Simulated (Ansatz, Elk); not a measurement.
# How far do independent atoms describe TiRuS2?, part 2 of 2

The structure of TiRuS2 used here is made up (a known structure type with other elements) and was relaxed beforehand with PBE. The aim is the Fourier transform of its all-electron density, F(hkl), set beside the sum over free spherical atoms that refinements use.

Elk 11.2.3 (patched build); all-electron DFT.

So far: The structure; Ground state and structure factors; The highest occupied states alone.

The structure was built from a prototype and need not be the compound's stable phase.

## 4. Another functional

Level of this step: DFT, PBEsol, all-electron APW+lo, Dirac cores, scalar-relativistic bands, static density, no spin (Elk).

The difference from free atoms is small, so it is set against the change that PBEsol makes.

Input file elk.in:

```
tasks
  0
  195

xctype
  22

spinpol
  .false.

rgkmax
  7.0

gmaxvr
  14.0

lmaxo
  7

lmaxapw
  8

swidth
  0.002

tshift
  .false.

ramdisk
  .false.

hmaxvr
  5.5

maxscl
  120

epspot
  1e-06

sppath
  './'

avec
  3.06687577630 1.77066155502 14.53241108789
  -3.06687577630 1.77066155502 14.53241108789
  0.00000000000 -3.54132311004 14.53241108789

atoms
  3
  'Ru.in'
  1
  0.5000000000 0.5000000000 0.5000000000   0.000000 0.000000 0.000000
  'Ti.in'
  1
  -0.0000000000 -0.0000000000 -0.0000000000   0.000000 0.000000 0.000000
  'S.in'
  2
  0.1023308884 0.1023308884 0.1023308884   0.000000 0.000000 0.000000
  0.8976691116 0.8976691116 0.8976691116   0.000000 0.000000 0.000000

ngridk
  8 8 8
```

On the command line:

```sh
> OMP_NUM_THREADS=4 elk
```

Numbers of over 12 decimals in the logs are rounded to 6 here.

The log of the run:

```text
┌─────────────────────────┐
│ Elk code version 11.2.3 │
└─────────────────────────┘

All units are atomic (Hartree, Bohr, etc.)

┌─────────────────────────────────────────────────┐
│ Ground-state run starting from atomic densities │
└─────────────────────────────────────────────────┘

Lattice vectors :
   3.066875776       1.770661555       14.53241109
  -3.066875776       1.770661555       14.53241109
   0.000000000      -3.541323110       14.53241109

Reciprocal lattice vectors :
   1.024362538      0.5914159870      0.1441189001
[...]
muffin-tins (core leakage)
  species : 1 (Ru)
[...]
species : 2 (Ti)
[...]
species : 3 (S)
   atom 1                    :    14.03798427     (  0.2183608627E-03)
   atom 2                    :    14.03798427     (  0.2183608627E-03)
 total in muffin-tins        :    90.78094586
 total calculated charge     :    97.99902010
 total charge                :    98.00000000
 error                       :   0.9799004439E-03

┌──────────────────────────────┐
│ Self-consistent loop stopped │
└──────────────────────────────┘

Warning : core states of species 3 leak from the muffin-tin :   0.2183608627E-03

Wrote STATE.OUT
[key lines of the parts left out:]
total energy                :     -6179.5984075574
```

The job ended after 51 s (4 threads of Arm Neoverse V1, shared host; peak memory 0.25 GiB; 2.4 min of CPU time).

Against the first run R = 0.04 %; the largest change is -0.038 at 0 0 12.

## 5. Basis size

The basis and the expansions that go with it are enlarged, to see whether the differences are converged.

elk.in: that of step 4 with these lines changed.

```diff
@@ -5,3 +5,3 @@
 xctype
-  22
+  20
 
@@ -11,12 +11,12 @@
 rgkmax
-  7.0
+  8.5
 
 gmaxvr
-  14.0
+  18.0
 
 lmaxo
-  7
+  9
 
 lmaxapw
-  8
+  10
```

On the command line:

```sh
> OMP_NUM_THREADS=4 elk
```

The log of the run:

```text
┌─────────────────────────┐
│ Elk code version 11.2.3 │
└─────────────────────────┘

All units are atomic (Hartree, Bohr, etc.)

┌─────────────────────────────────────────────────┐
│ Ground-state run starting from atomic densities │
└─────────────────────────────────────────────────┘

Lattice vectors :
   3.066875776       1.770661555       14.53241109
  -3.066875776       1.770661555       14.53241109
   0.000000000      -3.541323110       14.53241109

Reciprocal lattice vectors :
   1.024362538      0.5914159870      0.1441189001
[...]
muffin-tins (core leakage)
  species : 1 (Ru)
[...]
species : 2 (Ti)
[...]
species : 3 (S)
   atom 1                    :    14.06414228     (  0.2169343077E-03)
   atom 2                    :    14.06414228     (  0.2169343077E-03)
 total in muffin-tins        :    90.84442596
 total calculated charge     :    97.99968118
 total charge                :    98.00000000
 error                       :   0.3188168243E-03

┌──────────────────────────────┐
│ Self-consistent loop stopped │
└──────────────────────────────┘

Warning : core states of species 3 leak from the muffin-tin :   0.2169343077E-03

Wrote STATE.OUT
[key lines of the parts left out:]
total energy                :     -6184.0925648515
```

It took 2.4 min on 4 threads; peak memory 0.45 GiB; 6.5 min of CPU time.

Against the first run R = 0.01 %; the largest change is +0.014 at 2 0 20.

## 6. Basis size

A smaller basis shows how fast F responds to it; the change is likely larger than the basis error of the first run, but doesn't show convergence.

elk.in: that of step 5 with these lines changed.

```diff
@@ -11,12 +11,12 @@
 rgkmax
-  8.5
+  5.5
 
 gmaxvr
-  18.0
+  14.0
 
 lmaxo
-  9
+  7
 
 lmaxapw
-  10
+  8
```

On the command line:

```sh
> OMP_NUM_THREADS=4 elk
```

The log of the run:

```text
┌─────────────────────────┐
│ Elk code version 11.2.3 │
└─────────────────────────┘

All units are atomic (Hartree, Bohr, etc.)

┌─────────────────────────────────────────────────┐
│ Ground-state run starting from atomic densities │
└─────────────────────────────────────────────────┘

Lattice vectors :
   3.066875776       1.770661555       14.53241109
  -3.066875776       1.770661555       14.53241109
   0.000000000      -3.541323110       14.53241109

Reciprocal lattice vectors :
   1.024362538      0.5914159870      0.1441189001
[...]
muffin-tins (core leakage)
  species : 1 (Ru)
[...]
species : 2 (Ti)
[...]
species : 3 (S)
   atom 1                    :    14.02274396     (  0.2155167074E-03)
   atom 2                    :    14.02274396     (  0.2155167074E-03)
 total in muffin-tins        :    90.64260588
 total calculated charge     :    97.99907245
 total charge                :    98.00000000
 error                       :   0.9275526805E-03

┌──────────────────────────────┐
│ Self-consistent loop stopped │
└──────────────────────────────┘

Warning : core states of species 3 leak from the muffin-tin :   0.2155167074E-03

Wrote STATE.OUT
[key lines of the parts left out:]
total energy                :     -6183.9874687192
```

Elapsed: 46 s, on 4 threads; peak memory 0.2 GiB.

Against the first run R = 0.05 %; the largest change is +0.064 at 208.

## 7. Settings against the effect

```csv
run,R against the first run (%),"R against neutral atoms, low angle (%)",wall time
"PBE, rgkmax 7",0.00,0.57,55 s
PBEsol,0.04,0.58,51 s
rgkmax 8.5 with larger expansions,0.01,0.57,2.4 min
rgkmax 5.5,0.05,0.61,46 s
```

## 8. Summary of results

| Item | Value |
| --- | --- |
| R against neutral atoms, sin θ/λ < 0.3 Å⁻¹ | 0.57 % |
| R against neutral atoms, 0.3 to 0.80 Å⁻¹ | 0.40 % |

What this shows: Independent neutral atoms miss the calculated amplitudes by R = 0.57 % below 0.3 Å⁻¹ and 0.40 % from there to 0.80 Å⁻¹; by shells, 0.29 % below 0.15 Å⁻¹ (2 forms), 0.60 % 0.15 to 0.3 (10 forms), 0.40 % 0.3 to 0.45 (21 forms), 0.39 % above 0.45 (116 forms). Bonding, aspherical density and the tables' own atoms all enter these figures, and the runs don't part them. The largest change of an amplitude is -0.45 electrons, at 018. Weak lines can change much in proportion: 101 goes from 0.87 to 0.63. The window's part falls from 20.0 electrons at the origin to at most 0.46 between 0.45 and 0.80 Å⁻¹. Below 0.3 Å⁻¹ the changes that finished (PBEsol, rgkmax 8.5 with larger expansions and rgkmax 5.5) move F by R = 0.08 % at most, against the 0.57 % that separates it from free atoms. The k-mesh has no finished test. These runs have no spin, though d or f shells may be open. Part of the difference isn't bonding: the tables are fits to free atoms and ions calculated by other methods than this functional. Thermal motion, anomalous dispersion and extinction are left out.

[Logs are printed without paths, hosts, clocks, repeated set-up lines and the standing remarks that a program may print on its own settings, such as how far it seeks lower states.]

[Hosts, paths, dates, database ids (printed as entryN), source tags and the programs' standing remarks are cut or masked in the printed files.]
